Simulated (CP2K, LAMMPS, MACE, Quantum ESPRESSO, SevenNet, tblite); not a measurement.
# Bulk modulus two ways: glassy 68SiO2-14MgO-11ZnO-7BaO (mol %) (75 atoms), QE, PBE

The cell holds 75 atoms (19 Si, 4 Mg, 3 Zn, 2 Ba and 47 O). Recipe: 75 atoms (19 Si, 4 Mg, 3 Zn, 2 Ba, 47 O) placed at random at 2.81 g/cm³, melted at 4000 K for 10 ps at fixed volume with the Morse and Coulomb pair potential with partial charges (Pedone, Malavasi, Menziani, Cormack and Segre, J. Phys. Chem. B 110, 11780 (2006)). Quenched from 4000 K to 300 K at 25 K/ps and fixed volume, held 5 ps, then minimised at fixed cell. Then the atoms were relaxed with SevenNet 0 in the fixed cell.

Calculated with Quantum ESPRESSO 7.5: PBE; plane waves, SSSP efficiency, 60/480 Ry; k-points Γ. The cell is scaled evenly by ±3 % in volume, and SevenNet 0 relaxes the atoms at each volume before the single point.

```
volume (Å³/atom)  energy less the middle row's (meV/atom)  pressure (GPa)
          14.161                                   -2.807          -0.420
          14.599                                    0.000          -1.895
          15.037                                    6.328          -3.207
```

**Question.** Find the bulk modulus at the middle volume from the pressures and from the energies, and check the printed pressure against the slope of the energy (1 meV/Å³ = 0.16022 GPa).

**Working.**

The step is h = 0.4380 Å³. From pressures: B = −V dP/dV = 14.599 × (-0.420 − (-3.207)) / (2 × 0.4380) = 46.5 GPa.

From energies: B = V d²E/dV² = 14.599 × (-2.807 + (6.328)) / 0.4380² = 268.0 meV/Å³ = 42.9 GPa.

Slope: P = −dE/dV = −(6.328 − (-2.807)) / (2 × 0.4380) = -10.4 meV/Å³ = -1.67 GPa, against -1.90 GPa printed.

The two moduli agree within 8 %.

A central difference over ±3 % overstates P by about B(1 + B′)(0.03)²/6, some 0.03 GPa for B′ = 4, which is small against the gap found. The atoms follow SevenNet 0, so this level's forces do work along the path, which enters the energies but not the printed pressures. A stress printed at a finite cutoff holds the number of plane waves fixed and tends to come out low, which is the sign found here.

Limits: three points, a static cell at zero temperature, the cell shape held; the modulus is that at -1.9 GPa, not at zero pressure.

[Logs are printed without paths, hosts, clocks, repeated set-up lines and the standing remarks that a program may print on its own settings, such as how far it seeks lower states.]

[Hosts, paths, dates, database ids (printed as entryN), source tags and the programs' standing remarks are cut or masked in the printed files.]
